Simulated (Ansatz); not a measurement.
# The MXene Zr3C2 with Br ends: bands and core levels, part 2 of 5

What would XPS and angle-resolved spectra of the MXene Zr3C2 with Br ends look like?

Ansatz 0.2.0; DFT, PBE, plane-wave PAW, default files, scalar-relativistic.

So far: The starting structure; Relaxing the atoms.

## Step 3: Layer-resolved bands, DOS and potential

The main run: bands along the zone's path, each state's share in the top and middle regions, the DOS and the planar potential.

Contents of input.yaml:

```yaml
crystal:
  lattice:
    - [3.4597443436, 0.0, 0.0]
    - [-1.7298721718, 2.9962264922, 0.0]
    - [0.0, 0.0, 23.5]
  atoms:
    - { symbol: Br, position: [0.6666666667, 0.3333333333, 0.6903011162] }
    - { symbol: Zr, position: [0.3333333333, 0.6666666667, 0.6060993963] }
    - { symbol: C, position: [0.0, 0.0, 0.5592612758] }
    - { symbol: Zr, position: [0.6666666667, 0.3333333333, 0.5] }
    - { symbol: C, position: [0.3333333333, 0.6666666667, 0.4407387242] }
    - { symbol: Zr, position: [0.0, 0.0, 0.3939006037] }
    - { symbol: Br, position: [0.6666666667, 0.3333333333, 0.3096988838] }
kpoints:
  mp_grid: { grid: [12, 12, 1] }
scf:
  occupations: { method: fermi_dirac, width: 0.05 }
  n_extra_bands: 8
hamiltonian:
  xc: pbe
  pseudopotentials: { kind: paw }
output:
  forces: true
  write_potential: true
  volumetric_format: []
  efg: { contact_densities: true }
  dos:
    projected: true
    de: 0.05
    e_range: [-30, 12]
    method: { smearing: { sigma: 0.15, scheme: gaussian } }
  eigenstates:
    kpoints:
      - [0.33333333, 0.33333333, 0.0]
      - [0.31666667, 0.31666667, 0.0]
      - [0.3, 0.3, 0.0]
      - [0.28333333, 0.28333333, 0.0]
      - [0.26666667, 0.26666667, 0.0]
      - [0.25, 0.25, 0.0]
      # [... 40 more points ...]
      - [0.36666667, 0.26666667, 0.0]
      - [0.35, 0.3, 0.0]
    e_range: [-8.0, 4.0]
    unfold:
      supercell_matrix: [[1, 0, 0], [0, 1, 0], [0, 0, 1]]
      layers:
        axis: 3
        edges: [0.148936, 0.423404, 0.447872, 0.552128, 0.576596, 0.851064]
```

Run with:

```bash
ansatz run input.yaml --threads 4 --pin off --max-ram 6144MiB --backend cpu --events-out ev --progress --plain --runs-dir out
```

Numbers of over 12 decimals in the logs are rounded to 6 here.

Log:

```text
[...]
Zr: output.efg is read without spin–orbit coupling, which moves field gradients at and beside such atoms by some per cent and up to a factor of two; PAW files take it under magnetization.noncollinear and magnetization.spin_orbit
[...]
Crystal: 7 atoms, lattice volume = 243.605 Å³
Basis set: ecut = 420 eV, 4753 PW (Γ), exchange–correlation on 48×48×320 points (8 copies of the dense FFT grid, shifted against one another)
Bands: 37, of which v1, the nominal top of the filled ones, is band 29 counted from 1 (28 counted from 0)
Symmetry: 12 space group operations
[...]
k-points: 19 of 144
[...]
SCF iter   1: F=—  HF=-18627.924163 eV  |F-HF|=—  |Δ(HF+E_count)|=         —  Δρ=3.06e-3  dr2=3.16e-1  ethr=1.77e-3  ⟨swp⟩=8.3  Hψ=3656  notcnv=0  defer=1
[...]
SCF iter   7: F=-18627.891712 eV  HF=-18627.891712 eV  |F-HF|=6.79e-8  |Δ(HF+E_count)|=   4.89e-7  Δρ=3.50e-6  dr2=2.03e-8  ethr=1.72e-10  ⟨swp⟩=20.1  Hψ=6459  notcnv=0
SCF 1 converged in 7 iterations: F = -18627.891712 eV  dr2 = 2.03e-8
[...]
NSCF: frozen V_eff on 48 k-points
WARN: The input density's exchange-correlation potential varies sharply where the density is thin. Do not read a vacuum level from v_tot or v_xc, or from such a field of the output density. On a cell that repeats whose density bears no net charge and no dipole along the vacuum's axis use v_es (v_loc + v_h of the components); under efield.dipole_correction with no amplitude use v_es + v_field, which holds any external [...]
SCF converged after 7 iterations
Free energy (F): -18627.891712 eV
[...]
Internal energy: -18627.875713 eV  (E = F + TS)
E sigma→0 (E₀):  -18627.883712 eV
Entropy (-TS):   -0.015999 eV (-2.286 meV/atom)
Fermi energy:    4.231743 eV
[...]
--- Forces (eV/Å), atoms counted from 1 ---
  atom   1  Br    -0.00000000    -0.00000000     0.00030633
  atom   2  Zr     0.00000000     0.00000000    -0.00073590
  atom   3  C      0.00000000    -0.00000000    -0.00014693
  atom   4  Zr     0.00000000     0.00000000     0.00000000
  atom   5  C      0.00000000     0.00000000     0.00014693
  atom   6  Zr     0.00000000    -0.00000000     0.00073590
  atom   7  Br    -0.00000000     0.00000000    -0.00030633
  max |Σ_I F_I| component: 2.08e-17 eV/Å
--- PAW observables at the nuclei: V_zz in 10²¹ V/m², potentials from the cell's mean, atoms counted from 1 ---
  atom   1  Br V_zz =    +9.921385   η = 0.0000   by run symmetry: allowed
            electrostatic potential = -4903.823990 V   contact ρ = 293243.006534 e/Å³
  atom   2  Zr V_zz =    +2.944209   η = 0.0000   by run symmetry: allowed
            electrostatic potential = -5917.173326 V   contact ρ = 490518.702604 e/Å³
  atom   3  C  V_zz =    +0.618550   η = 0.0000   by run symmetry: allowed
            electrostatic potential = -411.576104 V   contact ρ = 869.420275 e/Å³
  atom   4  Zr V_zz =    -0.050892   η = 0.0000   by run symmetry: allowed
            electrostatic potential = -5917.820433 V   contact ρ = 490516.378605 e/Å³
  atom   5  C  V_zz =    +0.618550   η = 0.0000   by run symmetry: allowed
            electrostatic potential = -411.576104 V   contact ρ = 869.420275 e/Å³
  atom   6  Zr V_zz =    +2.944209   η = 0.0000   by run symmetry: allowed
            electrostatic potential = -5917.173326 V   contact ρ = 490518.702604 e/Å³
  atom   7  Br V_zz =    +9.921385   η = 0.0000   by run symmetry: allowed
            electrostatic potential = -4903.823990 V   contact ρ = 293243.006534 e/Å³
--- Band table (eV; the first three rows and the last of 19) ---
  k-point 0: bands = [... 25 lower, 1.8456, 2.4686, 2.4686, 4.2854, 4.2854, 5.0230, 5.4917, 5.4917, ... 4 higher]
  k-point 1: bands = [... 25 lower, 1.8190, 2.0544, 2.3367, 4.1082, 4.4393, 4.9501, 5.5230, 5.5784, ... 4 higher]
  k-point 2: bands = [... 25 lower, 1.5504, 1.7915, 2.1099, 3.5902, 4.8306, 4.8654, 5.5762, 5.7590, ... 4 higher]
  k-point 18: bands = [... 25 lower, 1.1126, 1.5268, 1.5268, 5.0899, 5.0899, 5.1716, 5.6775, 6.1432, ... 4 higher]
```

It took 10 s on 4 threads of Arm Neoverse V2, shared host; peak memory 0.75 GiB; 39 s of CPU time.

The column dr2 measures how far the density is from self-consistency, as an energy; F and HF (Harris–Foulkes) agree once it is small.

This step gave:

- zero of energy: Fermi level
- share of occupied states in no projected shell: 0.004 of the occupied states in the window
- DOS at the Fermi level: 2.024 states/eV/cell

A(k,E), total over k along the path and E. Zero: Fermi level.

Ten even steps from '0' (0.08 eV⁻¹) to '9' (4.56 eV⁻¹), each cell a mean:
```
233114323346764332235664565531
653222453345654334457411134556
542234588766566777763211222565
733322223445554445433222222347
354110011233334543210000000023
013532233455554210000000000120
000134433211112210000000000200
000001111000000122100000012000
000000000012221111221100121000
000000011246664322234544310000
222223356788888765544444432222
778999888765456677778888899877
888777898877667889987666677888
222236767987778986667666542222
333576445344544355444455566333
678853364221112235312244568976
577667842112221123755544444675
963466555432223455575211111259
244421011222222211114421123542
000000000000000000001245543100
000000000000000000000001100000
000000000000000000000000000000
```
Columns: k along the path (Å⁻¹) from 0 to 2.86; rows upwards: E (eV) from -7.7 to 2.55.

A(k,E), top over k along the path and E. Zero: Fermi level.

Ten even steps from '0' (0.03 eV⁻¹) to '9' (2.17 eV⁻¹), each cell a mean:
```
122113311223432211133553454421
432111332223332223345310123344
432123456554444555542111111344
422221112333332223222111111235
232100000111112222100000000012
002321111222222100000000000010
000122221100001100000000000100
000000000000000011000000001000
000000000001110000110000010000
000000000124443211112211100000
111011123456665433221112111111
333333344443334444434444333333
222223465565556655544333332222
001124545754445664455555431100
112354234223332243222333455211
567742353211111124311233457865
577667731111111113654433334575
963466444332222344574211111259
244421001122222111014421123542
000000000000000000000244443100
000000000000000000000001100000
000000000000000000000000000000
```
Columns: k along the path (Å⁻¹) from 0 to 2.86; rows upwards: E (eV) from -7.7 to 2.55.

A(k,E), middle over k along the path and E. Zero: Fermi level.

Ten even steps from '0' (0.01 eV⁻¹) to '9' (1.75 eV⁻¹), each cell a mean:
```
011001113346664332111221221110
111111111234543211122100012211
110112234332223333431111111221
411111112233332233211111111124
232100001233334431100000000011
002321223456664210000000000010
000123333211112320000000000100
000000110000000122100000012000
000000000000100001321000120000
000000001122222111134443210000
222222344444444443333344433222
789998764432223344556788899887
998766654321112345565544456899
222122222334443332222221111122
222222221122222112222221111122
111111112110001111100011112111
000000100000000000100111111000
000000011111001111110000000000
000000000011111100000000000000
000000000000000000000000000000
000000000000000000000000000000
000000000000000000000000000000
```
Columns: k along the path (Å⁻¹) from 0 to 2.86; rows upwards: E (eV) from -7.7 to 2.55.

Peaks of A(k,E) at the labelled points: for each region the eleven nearest the zero at most, each over 6 % of that point's highest, less those above the energy where the solved bands run out; weight and spread sum the levels within three half widths or 0.3 eV, so near peaks share levels. Peaks of the spectral function, the first 40 of 74 rows:

```
point  weight on  E (eV)  A (1/eV)  weight near the peak  rms spread of levels (eV)
    K      total   -5.62     6.024                     4                      0.066
    K      total   -4.82     3.938                     3                      0.207
    K      total    -4.4     2.535                     3                      0.207
    K      total   -3.26     4.643                     5                      0.271
    K      total   -2.72      3.93                     5                      0.271
    K      total    0.88     4.953                     4                      0.245
    K      total    1.44     2.691                     6                      0.463
    K      total     1.9     3.683                     3                       0.22
    K        top   -5.62     2.883                 1.935                      0.066
    K        top   -4.82     1.771                 1.132                      0.158
    K        top   -3.16     0.648                 0.812                      0.259
    K        top   -2.72     0.832                 0.812                      0.259
    K        top    0.88     1.536                 1.337                      0.262
    K        top    1.46     1.042                 1.493                      0.381
    K        top     1.9     1.395                 1.189                      0.223
    K     middle   -5.54     0.134                  0.06                      0.028
    K     middle   -4.38     0.542                 0.307                      0.126
    K     middle   -3.28     2.006                 2.146                      0.284
    K     middle   -2.72     1.679                 2.146                      0.284
    K     middle    0.88     1.163                 0.773                      0.132
    K     middle     1.9     0.387                 0.229                      0.179
    Γ      total   -6.12     1.799                     1                          0
    Γ      total   -5.42     1.878                     1                          0
    Γ      total   -4.22     2.554                     3                      0.195
    Γ      total   -3.84     4.077                     5                      0.355
    Γ      total   -3.34      3.99                     4                      0.259
    Γ      total    -2.4     5.147                     3                       0.04
    Γ      total   -1.78     3.773                     2                          0
    Γ      total    0.06     3.526                     2                          0
    Γ      total    0.82     2.493                     3                      0.221
    Γ      total    1.26     3.835                     3                      0.221
    Γ      total    2.16     4.709                     4                      0.214
    Γ        top   -6.12     0.639                 0.351                          0
    Γ        top   -5.42       0.8                 0.443                          0
    Γ        top   -4.24     0.824                 0.833                      0.204
    Γ        top   -3.84     1.107                 1.631                      0.375
    Γ        top   -3.34     1.505                 1.283                      0.251
    Γ        top    -2.4     1.845                 1.076                      0.038
    Γ        top   -1.78     1.273                 0.671                          0
    Γ        top    0.06     0.816                 0.449                          0
```

The DOS has structure finer than the step of the table below, so its rows give means over 1 eV, whole bins alone (the curve runs from -29.6 to 2.27 eV). Peaks (eV: height): total -27.5: 25.6, -26.7: 17.1, -16.2: 6.98, -2.8: 10.4; Br 4p -6.0: 2.96, -5.0: 4.32, -3.7: 3.41; Zr 4d -2.8: 3.61, -0.7: 1.62, 0.1: 1.89, 1.4: 4.55; C 2p -4.3: 1.62, -2.8: 4.99, 1.2: 0.673; C 2s -10.0: 3.83.

* holds the states left over by the projection beside any projected weight of its own. Table of DOS by E, zero at the Fermi level; means over each step; 7 of 9 lines; values in states/eV/cell:

```
E (eV)   total    Br 4p    Zr 4d     C 2p     C 2s    Zr 5s   Zr 5p*
   -29       0        0        0        0        0        0        0
   -28    5.30   0.0220   0.0309   0.0721   0.0488   0.0294        0
   -27    12.3   0.0188   0.0570    0.141   0.0268   0.0414        0
   -26   0.392   3.0e-5  0.00120  0.00294   1.8e-4   5.7e-4        0
   -25       0        0        0        0        0        0        0
   -24       0        0        0        0        0        0        0
   -23       0        0        0        0        0        0        0
   -22       0        0        0        0        0        0        0
   -21       0        0        0        0        0        0        0
   -20       0        0        0        0        0        0        0
   -19       0        0        0        0        0        0        0
   -18       0        0        0        0        0        0        0
   -17    1.04  0.00789   0.0305  0.00124   5.9e-5    0.122  0.00840
   -16    2.96   0.0163    0.178  0.00160   7.2e-5   0.0890   0.0169
   -15       0        0        0        0        0        0        0
   -14       0        0        0        0        0        0        0
   -13       0        0        0        0        0        0        0
   -12  1.3e-4        0        0        0   6.0e-5   6.3e-5   2.6e-6
   -11   0.524  0.00215   0.0351  0.00323    0.265    0.197   0.0161
   -10    3.46   0.0103    0.808   0.0122     2.15    0.332    0.124
    -9  0.0190   4.6e-5  0.00381   3.5e-5   0.0135   6.7e-4   8.1e-4
    -8       0        0        0        0        0        0        0
    -7   0.188    0.139   0.0267  0.00763   5.0e-4   0.0125  0.00143
    -6    3.26     2.36    0.451    0.168   0.0241    0.186   0.0331
    -5    5.03     3.34    0.833    0.447   0.0410    0.219   0.0712
    -4    5.01     2.67     1.16    0.931   0.0429    0.135   0.0682
    -3    8.96     1.48     3.02     4.04   0.0259    0.119    0.251
    -2    1.86    0.337    0.763    0.708  0.00799  0.00448   0.0369
    -1    1.17   0.0914    0.898    0.155  0.00196  0.00250   0.0192
     0    1.34    0.104     1.09    0.110  0.00181  0.00664   0.0255
     1    3.63    0.258     2.80    0.397  0.00665   0.0333    0.124
```

Sums over each group's atoms; a table of it gives point samples, which can step over narrow peaks. Table of DOS of the group by E, zero at the Fermi level; 7 of 17 lines; values in states/eV:

```
E (eV)  layer 1: Br 4p  other layers: Br 4p  layer 3: C 2p  inner group: C 2p  layer 2: Zr 4d  other layers: Zr 4d  inner group: Zr 4d
   -28          5.1e-4               5.1e-4        0.00155            0.00155          3.3e-4               3.3e-4              5.2e-4
   -26               0                    0         2.9e-6             2.9e-6               0                    0                   0
   -24               0                    0              0                  0               0                    0                   0
   -22               0                    0              0                  0               0                    0                   0
   -20               0                    0              0                  0               0                    0                   0
   -18               0                    0              0                  0               0                    0                   0
   -16         0.00534              0.00534         6.9e-4             6.9e-4           0.106                0.106              4.7e-4
   -14               0                    0              0                  0               0                    0                   0
   -12               0                    0              0                  0               0                    0                   0
   -10          0.0101               0.0101         0.0108             0.0108           0.370                0.370               0.545
    -8               0                    0              0                  0               0                    0                   0
    -6            1.33                 1.33         0.0809             0.0809           0.215                0.215              0.0552
    -4            1.34                 1.34          0.263              0.263           0.365                0.365               0.138
    -2           0.154                0.154          0.280              0.280           0.188                0.188               0.197
     0          0.0788               0.0788         0.0915             0.0915           0.534                0.534               0.552
     2           0.140                0.140          0.104              0.104            1.27                 1.27               0.368
```

Simulated valence spectra by photon energy, shown to 13 eV, since a deeper line would dwarf them at some energies; the 100 % can be that line's tail at the edge; this run's widths, added to any smearing of the DOS itself: Gaussian 0.45 eV, Lorentzian 0.1 eV plus 0.03 an eV of depth. Intensity against binding energy, zero at the Fermi level; values in % of the maximum within 13 eV:

```
binding energy (eV)  40.8 eV  250 eV  1486.7 eV  5950 eV
                 -1    0.634   0.909      0.958    0.892
                  0     8.58    13.4       9.63     4.71
                  1     13.5    20.3       14.5     6.98
                  2     22.5    25.3       21.0     14.1
                  3     99.3    99.7       80.2     54.2
                  4     41.9    66.7       81.1     73.2
                  5     36.0    70.7       96.9     96.2
                  6     21.3    45.0       64.0     64.3
                  7     3.06    6.19       8.31     8.45
                  8     1.43    2.87       2.92     3.14
                  9     3.26    7.07       4.44     4.18
                 10     29.2    65.0       31.9     24.7
                 11     5.79    13.5       8.04     9.45
                 12     1.18    2.76       2.62     3.85
```

Maxima picked by a test of local sharpness, so broad peaks and shoulders can be missing; peaks within 0.45 eV of a curve's cut are left out. Valence peaks, by row:

```
photon energy (eV)  binding energy (eV)  height (% of the maximum within 13 eV)  main shell  its share (%)
              40.8                27.35                                     170       Zr 4p          98.55
              40.8                16.25                                   7.434       Br 4s          61.95
              40.8                10.05                                   29.54        C 2s          66.96
              40.8                  5.1                                   36.36       Br 4p           51.1
              40.8                 2.95                                     100        C 2p          54.21
              40.8                  0.7                                   15.83       Zr 4d          79.45
               250                27.35                                     226       Zr 4p          98.75
               250                 16.3                                   63.15       Br 4s          92.23
               250                10.05                                   65.81        C 2s          72.74
               250                 5.15                                   72.42       Br 4p          67.39
               250                    3                                     100       Zr 4d          63.82
               250                  0.7                                   24.24       Zr 4d          88.76
              1487                27.35                                     532       Zr 4p          99.61
              1487                 16.3                                     101       Br 4s          95.11
              1487                10.05                                    32.3        C 2s          56.18
              1487                 5.15                                     100       Br 4p           83.1
              1487                 3.75                                   84.09       Br 4p          76.39
              1487                  0.7                                   17.08       Zr 4d           78.6
              5950                27.35                                   682.2       Zr 4p          99.63
              5950                 16.3                                   248.3       Br 4s          97.83
              5950                10.05                                   25.15        C 2s          48.83
              5950                 5.15                                     100       Br 4p          83.41
              5950                 3.85                                   74.23       Br 4p          87.83
              5950                 0.75                                    7.93       Zr 4d          49.79
```

(Continued in part 3 of 5.)

[Logs are printed without paths, hosts, clocks, repeated set-up lines and the standing remarks that a program may print on its own settings, such as how far it seeks lower states.]

[Hosts, paths, dates, database ids (printed as entryN), source tags and the programs' standing remarks are cut or masked in the printed files.]

[Maps of the electrostatic potential energy from Ansatz leave out the sawtooth potential of an applied field or a dipole correction, so their vacuum need not be flat; work functions include it.]
